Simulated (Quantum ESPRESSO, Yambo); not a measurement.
Planning a run of Yambo 5.3.0 on Diamond (Fd-3m, 2 atoms a cell). The input:

```
optics
bss
bse
em1s
dipoles
rim_cut
RandQpts= 1000000
RandGvec= 1 RL
Chimod= "HARTREE"
BSKmod= "SEX"
BSEmod= "resonant"
BSSmod= "d"
BSENGexx= 30 Ry
BSENGBlk= 6 Ry
% BSEQptR
 2 | 2 |
%
% BSEBands
 2 | 6 |
%
% BEnRange
 0 | 10 | eV
%
% BDmRange
 0.1 | 0.1 | eV
%
BEnSteps= 101
% BLongDir
 1 | 0 | 0 |
%
% BndsRnXs
 1 | 15 |
%
NGsBlkXs= 6 Ry
% LongDrXs
 1 | 1 | 1 |
%
% KfnQP_E
 1.742 | 1.0 | 1.0 |
%
WRbsWF
```

```sh
OMP_NUM_THREADS=1 mpirun -n 8 yambo -F bse7.in -J bse7,bse3_W -C bse7 > bse7.log
```

The stored states that it reads are on a 8×8×8 mesh. The structure is cubic, space group Fd-3m (No. 227). The conventional cell has a = 3.567 Å, b = 3.567 Å, c = 3.567 Å, α = 90.00°, β = 90.00°, γ = 90.00°. Nearest to C lie 4 C at 1.54 Å.

How long will it take on 8 MPI ranks of Arm Neoverse N1, shared host, and how much memory?

It took 2 min; on shared hardware allow 60 s to 4 min. Peak host memory was 4.9 GiB.

The kernel grows as the square of the matrix size, and full diagonalisation as its cube.

[Paths, hosts, dates, memory and timing lines, banners, echoed tables and standing remarks are left out of the program output.]

[Logs are printed without paths, hosts, clocks, repeated set-up lines and the standing remarks that a program may print on its own settings, such as how far it seeks lower states.]

[Runs of the session that timed out or met a known fault of the program may be left out.]

[Hosts, paths, dates, database ids (printed as entryN), source tags and the programs' standing remarks are cut or masked in the printed files.]
